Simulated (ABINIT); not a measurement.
**Optical response of KMgF3**

Aim: the dielectric function of KMgF3, and the optical constants that follow from it.

Calculated with ABINIT 10.8.3; DFT, PBE, plane waves with norm-conserving potentials (PseudoDojo), scalar-relativistic, independent-particle linear optical response without local fields.

### 1. The starting structure

Symmetry: Pm-3m, No. 221, cubic system. Conventional cell: a = 3.986 Å, b = 3.986 Å, c = 3.986 Å, α = 90.00°, β = 90.00°, γ = 90.00°. Nearest to K lie 12 F at 2.82 Å. Nearest to Mg lie 6 F at 1.99 Å. Nearest to F lie 2 Mg at 1.99 Å and 4 K at 2.82 Å. Farther neighbours and most contacts between anions are not listed.

As a file:

```cif
data_structure
_symmetry_space_group_name_H-M 'P 1'
_symmetry_Int_Tables_number 1
_cell_length_a 3.9859
_cell_length_b 3.9859
_cell_length_c 3.9859
_cell_angle_alpha 90.000
_cell_angle_beta 90.000
_cell_angle_gamma 90.000
_cell_volume 63.33
loop_
_atom_site_label
_atom_site_type_symbol
_atom_site_fract_x
_atom_site_fract_y
_atom_site_fract_z
_atom_site_occupancy
K1 K 0.50000 0.50000 0.50000 1
Mg2 Mg 0.00000 0.00000 0.00000 1
F3 F 0.00000 0.00000 0.50000 1
F4 F 0.00000 0.50000 0.00000 1
F5 F 0.50000 0.00000 0.00000 1
```

### 2. Ground state, bands and velocity matrix elements

The self-consistent density comes first; it also tells whether there is a gap, which decides the occupations and the need for a Drude term.

This step: DFT, PBE, plane waves with norm-conserving potentials (PseudoDojo), scalar-relativistic, ground state, bands at fixed density and velocity matrix elements (ABINIT 10.8.3).

run.abi reads:

```
# ground state, bands on a dense mesh, and the derivatives d/dk of the wave functions
ndtset 3

ngkpt1 6 6 6
shiftk1 0.0 0.0 0.0
tolvrs1 1.0d-12
nband1 24
prtden1 1

iscf2 -2
getden2 1
ngkpt2 8 8 8
shiftk2 0.0 0.0 0.0
kptopt2 1
nband2 49
nbdbuf2 4
tolwfr2 1.0d-14

optdriver3 8
wfk_task3 "wfk_ddk"
prtevk3 1
getwfk3 2
getden3 1
iscf3 -2
ngkpt3 8 8 8
shiftk3 0.0 0.0 0.0
kptopt3 1
nband3 49

nshiftk 1
occopt 3
tsmear 0.001837
ecut 45.0
nstep 80
iomode 3
chksymbreak 0
chkprim 0
chksymtnons 0
acell 3*1.0 Angstrom
rprim
  3.985900000000 0.000000000000 0.000000000000
  0.000000000000 3.985900000000 0.000000000000
  0.000000000000 0.000000000000 3.985900000000
natom 5
ntypat 3
znucl 19 12 9
typat 1 2 3 3 3
xred
  0.500000000000 0.500000000000 0.500000000000
  0.000000000000 0.000000000000 0.000000000000
  0.000000000000 0.000000000000 0.500000000000
  0.000000000000 0.500000000000 0.000000000000
  0.500000000000 0.000000000000 0.000000000000
pseudos "K.upf, Mg.upf, F.upf"
```

Launch:

```console
> mpirun -n 4 abinit run.abi
```

Numbers of over 12 decimals in the logs are rounded to 6 here.

Output:

```text
DATASET    1 : space group Pm -3 m (#221); Bravais cP (primitive cubic)
 DATASET    2 : space group Pm -3 m (#221); Bravais cP (primitive cubic)
 DATASET    3 : space group Pm -3 m (#221); Bravais cP (primitive cubic)
            ngfft          48      48      48
                         0.05556    0.05556    0.05556    0.01389    0.03704    0.11111
                         0.05556    0.11111    0.11111    0.02778    0.03704    0.05556
                         0.04688    0.04688    0.02344    0.02344    0.04688    0.02344
                         0.02344    0.02344    0.00586    0.01563    0.04688    0.04688
                         0.02344    0.04688    0.09375    0.04688    0.04688    0.04688
                         0.01172    0.01563    0.04688    0.02344    0.04688    0.04688
                         0.01172    0.01563    0.02344    0.01172    0.00195
                         0.04688    0.04688    0.02344    0.02344    0.04688    0.02344
                         0.02344    0.02344    0.00586    0.01563    0.04688    0.04688
                         0.02344    0.04688    0.09375    0.04688    0.04688    0.04688
                         0.01172    0.01563    0.04688    0.02344    0.04688    0.04688
                         0.01172    0.01563    0.02344    0.01172    0.00195
== DATASET  1 ==================================================================
 Real(R)+Recip(G) space primitive vectors, cartesian coordinates (Bohr,Bohr^-1):
 R(1)=  7.5322594  0.0000000  0.0000000  G(1)=  0.1327623  0.0000000  0.0000000
 R(2)=  0.0000000  7.5322594  0.0000000  G(2)=  0.0000000  0.1327623  0.0000000
 R(3)=  0.0000000  0.0000000  7.5322594  G(3)=  0.0000000  0.0000000  0.1327623
 Unit cell volume ucvol=  4.2734222E+02 bohr^3
 Angles (23,13,12)=  9.00000000E+01  9.00000000E+01  9.00000000E+01 degrees
 getcut: wavevector=  0.0000  0.0000  0.0000  ngfft=  48  48  48
     iter   Etot(hartree)      deltaE(h)  residm     vres2
 ETOT  1  -163.52774333545    -1.635E+02 1.633E-01 6.057E+02
 ETOT  2  -163.64078986176    -1.130E-01 6.551E-03 3.589E+02
 ETOT  3  -163.75864986275    -1.179E-01 3.720E-03 2.158E+01
 ETOT  4  -163.76239483289    -3.745E-03 1.317E-03 2.638E-01
 ETOT  5  -163.76241208216    -1.725E-05 7.764E-04 3.870E-02
 ETOT  6  -163.76241365735    -1.575E-06 4.437E-04 4.997E-03
 ETOT  7  -163.76241393542    -2.781E-07 4.853E-04 2.118E-04
 ETOT  8  -163.76241395816    -2.274E-08 2.790E-04 2.160E-06
 ETOT  9  -163.76241395835    -1.914E-10 5.014E-04 7.459E-08
 ETOT 10  -163.76241395836    -1.006E-11 2.653E-04 1.985E-09
 ETOT 11  -163.76241395835     1.796E-11 4.447E-04 8.795E-11
 ETOT 12  -163.76241395835    -7.731E-12 2.143E-04 3.037E-13
 At SCF step   12       vres2   =  3.04E-13 < tolvrs=  1.00E-12 =>converged.
 Cartesian components of stress tensor (hartree/bohr^3)
  sigma(1 1)= -1.22575001E-04  sigma(3 2)=  0.00000000E+00
  sigma(2 2)= -1.22575001E-04  sigma(3 1)=  0.00000000E+00
  sigma(3 3)= -1.22575001E-04  sigma(2 1)=  0.00000000E+00
 Mean square residual over all n,k,spin=   83.329E-08; max=  21.427E-05
 Fermi (or HOMO) energy (hartree) =   0.19731   Average Vxc (hartree)=  -0.36155
 Eigenvalues (hartree) for nkpt=  20  k points:
 kpt#   1, nband= 24, wtk=  0.00463, kpt=  0.0000  0.0000  0.0000 (reduced coord)
  -2.57277   -1.35205   -1.35205   -1.35205   -0.91147   -0.70614   -0.68217   -0.68217
  -0.30477   -0.30477   -0.30477   -0.05794   -0.05794   -0.05794    0.00754    0.00754
   0.00754    0.01836    0.01836    0.01836    0.30057    0.40210    0.40210    0.48035
   2.00000    2.00000    2.00000    2.00000    2.00000    2.00000    2.00000    2.00000
   2.00000    2.00000    2.00000    2.00000    2.00000    2.00000    2.00000    2.00000
   2.00000    2.00000    2.00000    2.00000    0.00000    0.00000    0.00000    0.00000
kinetic             :  9.32379638778218E+01
hartree             :  4.93611736819108E+01
xc                  : -3.11790667402209E+01
Ewald energy        : -1.00018335275160E+02
psp_core            :  3.02163817822198E+00
local_psp           : -1.56450811419858E+02
non_local_psp       : -2.17349762610685E+01
internal            : -1.63762413958353E+02
'-kT*entropy'       :  3.13157055192980E-15
total_energy        : -1.63762413958353E+02
total_energy_eV     : -4.45620229879498E+03
 Cartesian components of stress tensor (hartree/bohr^3)
  sigma(1 1)= -1.22575001E-04  sigma(3 2)=  0.00000000E+00
  sigma(2 2)= -1.22575001E-04  sigma(3 1)=  0.00000000E+00
  sigma(3 3)= -1.22575001E-04  sigma(2 1)=  0.00000000E+00
-Cartesian components of stress tensor (GPa)         [Pressure=  3.6063E+00 GPa]
== DATASET  2 ==================================================================
 Real(R)+Recip(G) space primitive vectors, cartesian coordinates (Bohr,Bohr^-1):
 R(1)=  7.5322594  0.0000000  0.0000000  G(1)=  0.1327623  0.0000000  0.0000000
 R(2)=  0.0000000  7.5322594  0.0000000  G(2)=  0.0000000  0.1327623  0.0000000
 R(3)=  0.0000000  0.0000000  7.5322594  G(3)=  0.0000000  0.0000000  0.1327623
 Unit cell volume ucvol=  4.2734222E+02 bohr^3
 Angles (23,13,12)=  9.00000000E+01  9.00000000E+01  9.00000000E+01 degrees
 getcut: wavevector=  0.0000  0.0000  0.0000  ngfft=  48  48  48
 Mean square residual over all n,k,spin=   47.851E-16; max=  99.719E-16
 Eigenvalues (hartree) for nkpt=  35  k points:
 kpt#   1, nband= 49, wtk=  0.00195, kpt=  0.0000  0.0000  0.0000 (reduced coord)
  -2.57277   -1.35205   -1.35205   -1.35205   -0.91147   -0.70614   -0.68217   -0.68217
  -0.30477   -0.30477   -0.30477   -0.05794   -0.05794   -0.05794    0.00754    0.00754
   0.00754    0.01836    0.01836    0.01836    0.30057    0.40210    0.40210    0.48035
   0.48035    0.48035    0.54777    0.65217    0.65217    0.65217    0.73901    0.73901
   0.73901    0.82474    0.82474    0.94191    0.94191    0.94191    0.95840    0.95840
   0.95840    1.00109    1.10315    1.10315    1.16220    1.16220    1.16221    1.19422
== DATASET  3 ==================================================================
            ngfft          48      48      48
                         0.05556    0.05556    0.05556    0.01389    0.03704    0.11111
                         0.05556    0.11111    0.11111    0.02778    0.03704    0.05556
                         0.04688    0.04688    0.02344    0.02344    0.04688    0.02344
                         0.02344    0.02344    0.00586    0.01563    0.04688    0.04688
                         0.02344    0.04688    0.09375    0.04688    0.04688    0.04688
                         0.01172    0.01563    0.04688    0.02344    0.04688    0.04688
                         0.01172    0.01563    0.02344    0.01172    0.00195
                         0.04688    0.04688    0.02344    0.02344    0.04688    0.02344
                         0.02344    0.02344    0.00586    0.01563    0.04688    0.04688
                         0.02344    0.04688    0.09375    0.04688    0.04688    0.04688
                         0.01172    0.01563    0.04688    0.02344    0.04688    0.04688
                         0.01172    0.01563    0.02344    0.01172    0.00195
[shortened to cell, iterations, levels, energies and stress; the echo of variables, forces, comments, warnings and credits are left out]
```

Elapsed: 2.4 min, on 4 MPI ranks of Intel Xeon Platinum 8488C (Sapphire Rapids), shared host; peak memory 0.15 GiB.

Read-outs, printed or worked out from the files:

* total energy: -163.8 Ha
* gap on the k-mesh: 7.354 eV
* direct gap on the mesh: 7.679 eV

There is a gap, 7.35 eV on this mesh (points off the mesh can give less), so no carriers' term is needed.

### 3. Optical response

The spectrum is a sum over vertical transitions between filled and empty bands at the fixed density, so many empty bands are needed.

This step: DFT, PBE, plane waves with norm-conserving potentials (PseudoDojo), scalar-relativistic, independent-particle linear optical response without local fields (ABINIT 10.8.3).

optic.abi reads:

```
&FILES
 ddkfile_1 = 'runo_DS3_1_EVK.nc',
 ddkfile_2 = 'runo_DS3_2_EVK.nc',
 ddkfile_3 = 'runo_DS3_3_EVK.nc',
 wfkfile = 'runo_DS2_WFK.nc'
/
&PARAMETERS
 broadening = 0.001837,
 domega = 0.0020212,
 maxomega = 0.80849,
 scissor = 0.0,
 tolerance = 0.002,
 nband_sum = 45
/
&COMPUTATIONS
 num_lin_comp = 1,
 lin_comp = 11,
 num_nonlin_comp = 0,
 num_linel_comp = 0,
 num_nonlin2_comp = 0
/
```

Launch:

```console
> optic optic.abi
```

Output:

```text

 OPTIC has originally been developed by
 S. Sharma, J. K. Dewhurst and C. Ambrosch-Draxl, Phys. Rev. B 67, 165332 (2003), and
 S. Sharma and C. Ambrosch-Draxl, Physica Scripta T 109 (2004).

 rprimd(bohr)      =   7.53226   0.00000   0.00000
                       0.00000   7.53226   0.00000
                       0.00000   0.00000   7.53226
 natom             =       5
 nkpt,mband        =      35      49
 ecut              =  45.00000 Ha
 newocc: new Fermi energy is       0.096615 , with nelect=     40.000000, Number of bisection calls: 4
 Fermi level: 2.6290  (eV)

 fermie            =   0.09662 Ha   2.62903 eV
 Scissor shift     =   0.00000 Ha
 Tolerance on closeness to singularities     =   0.00200 Ha
 Smearing factor      =   0.00184 Ha
 Will use the antiresonant approximation (meaning that the antiresonant terms are neglected)
 Will not perform the bands decomposition
 linear coeffs to be calculated :
 11
 non-linear coeffs to be calculated :

 electronic part of electro-optic coeffs to be calculated :

 non-linear coeffs (V2) to be calculated :

 linear optic matrix elements will be printed :0
 optic : Call pmat2cart
 No scissor shift to be applied. Returning to main optic routine.
 optic : Call linopt
  linopt            1           1
 calculated the component:           1           1   of dielectric function
  with broadening:         (0.000000,1.83700000000000009E-003)
 and scissors shift:   0.000000
 energy window:   101.633720      eV   3.734970      Ha
 optic : Call nlinopt
 optic : Call linelop
 optic : Call nonlinopt

================================================================================

 Calculation completed.
-
program: optic
version: 10.8.3
start_datetime:
end_datetime:
overall_cpu_time:           0.2
overall_wall_time:           0.2
mpi_procs: 1
omp_threads: 1
...
```

Wall time 0.89 s (1 thread); peak memory 0.05 GiB.

Read-outs, printed or worked out from the files:

```
electronic dielectric constant ε∞, mean over x, y and z (by symmetry where fewer were run) : 2.065
```

The Im ε, E ∥ x has structure finer than the step of the table below, so its rows give means over 0.5 eV, whole bins alone (the curve runs from 0.0550 to 21.9 eV). Peaks (eV: height): 10.61: 2.25, 11.11: 2.71, 11.44: 2.81, 16.33: 2.04, 20.02: 3.65, 21.56: 4.94, 21.83: 5.32.

Sum at mesh points, not converged in k; values under the direct gap are tails of Lorentzian lines. Im ε, E ∥ x against photon energy; means over each step:

```tsv
photon energy (eV)	Im ε, E ∥ x
1.0	5.2e-4
1.5	7.9e-4
2.0	0.00108
2.5	0.00139
3.0	0.00174
3.5	0.00215
4.0	0.00262
4.5	0.00319
5.0	0.00391
5.5	0.00486
6.0	0.00620
6.5	0.00832
7.0	0.0126
7.5	0.0489
8.0	0.300
8.5	0.385
9.0	0.742
9.5	0.491
10.0	0.832
10.5	1.25
11.0	1.97
11.5	2.45
12.0	1.60
12.5	1.13
13.0	1.40
13.5	1.12
14.0	0.576
14.5	0.819
15.0	0.821
15.5	0.698
16.0	1.25
16.5	1.24
17.0	0.979
17.5	1.50
18.0	1.63
18.5	1.62
19.0	1.91
19.5	2.23
20.0	3.10
20.5	2.88
21.0	1.84
21.5	3.77
```

The reflectivity at normal incidence, E ∥ x has structure finer than the step of the table below, so its rows give means over 0.5 eV, whole bins alone (the curve runs from 0.0550 to 21.9 eV). Peaks (eV: height): 11.60: 15.3, 13.25: 9.40, 16.33: 10.7, 20.07: 21.4, 20.79: 22.1.

Sum at mesh points, not converged in k. Reflectivity at normal incidence, E ∥ x against photon energy; means over each step:

```tsv
photon energy (eV)	reflectivity at normal incidence, E ∥ x (%)
0.5	3.22
1.0	3.24
1.5	3.26
2.0	3.30
2.5	3.36
3.0	3.42
3.5	3.50
4.0	3.60
4.5	3.73
5.0	3.88
5.5	4.06
6.0	4.30
6.5	4.61
7.0	5.04
7.5	5.78
8.0	6.84
8.5	6.25
9.0	7.58
9.5	7.01
10.0	7.98
10.5	10.4
11.0	11.9
11.5	13.2
12.0	8.83
12.5	5.22
13.0	6.92
13.5	5.24
14.0	2.46
14.5	4.52
15.0	3.88
15.5	4.70
16.0	7.44
16.5	6.15
17.0	5.92
17.5	8.41
18.0	8.30
18.5	8.75
19.0	10.0
19.5	11.8
20.0	17.3
20.5	18.5
21.0	12.7
21.5	21.2
```

The loss function −Im 1/ε at q → 0, E ∥ x has structure finer than the step of the table below, so its rows give means over 0.5 eV, whole bins alone (the curve runs from 0.0550 to 21.9 eV). Peaks (eV: height): 11.93: 0.493, 13.31: 0.460, 13.75: 0.448, 14.96: 0.298, 16.39: 0.372, 17.98: 0.321, 20.90: 0.647.

Sum at mesh points, not converged in k; values under the direct gap are tails of Lorentzian lines. The loss function −Im 1/ε at q → 0, E ∥ x by energy loss; means over each step:

```tsv
energy loss (eV)	loss function −Im 1/ε at q → 0, E ∥ x
0.5	6.0e-5
1.0	1.2e-4
1.5	1.8e-4
2.0	2.5e-4
2.5	3.2e-4
3.0	3.9e-4
3.5	4.7e-4
4.0	5.6e-4
4.5	6.7e-4
5.0	7.9e-4
5.5	9.5e-4
6.0	0.00115
6.5	0.00145
7.0	0.00201
7.5	0.00668
8.0	0.0353
8.5	0.0517
9.0	0.0871
9.5	0.0570
10.0	0.0883
10.5	0.0971
11.0	0.153
11.5	0.238
12.0	0.405
12.5	0.290
13.0	0.292
13.5	0.413
14.0	0.228
14.5	0.180
15.0	0.227
15.5	0.137
16.0	0.169
16.5	0.279
17.0	0.164
17.5	0.190
18.0	0.265
18.5	0.211
19.0	0.226
19.5	0.225
20.0	0.252
20.5	0.320
21.0	0.415
21.5	0.217
```

From ε follow the optical constants at some laser and lamp lines:

```tsv
wavelength (nm)	n	k	R (%)	1/α
1550	1.44	0.000	3.2	865 µm
1064	1.44	0.000	3.2	404 µm
532	1.45	0.000	3.3	96 µm
450	1.45	0.001	3.4	66 µm
405	1.45	0.001	3.4	52 µm
248	1.49	0.001	3.9	15 µm
193	1.54	0.003	4.5	6.0 µm
```

Below the direct gap, k and the depth come from the tails of the Lorentzian lines, not from transitions.

### 4. Summary of results

```json
{"electronic dielectric constant ε∞, mean over x, y and z (by symmetry where fewer were run) (independent particles)": "2.06"}
```

What this shows: At this level (PBE, independent particles) KMgF3 has ε∞ = 2.06 and n = 1.44 at 1550 nm. On the mesh the gap is 7.35 eV and the least direct gap 7.68 eV, so on this mesh the band edges lie at different points. Excitons and phonon-assisted transitions are missing, and so are local fields; PBE gaps are as a rule too small, which pulls the onset down and ε∞ up. The sum runs over mesh points 0.20 Å⁻¹ apart with no interpolation, so peaks are partly noise of the mesh and static values carry its error. Besides steps told in other documents, this task had 1 run with a known fault of program or setting; those not told in a step above aren't shown.

[Logs are printed without paths, hosts, clocks, repeated set-up lines and the standing remarks that a program may print on its own settings, such as how far it seeks lower states.]

[Hosts, paths, dates, database ids (printed as entryN), source tags and the programs' standing remarks are cut or masked in the printed files.]
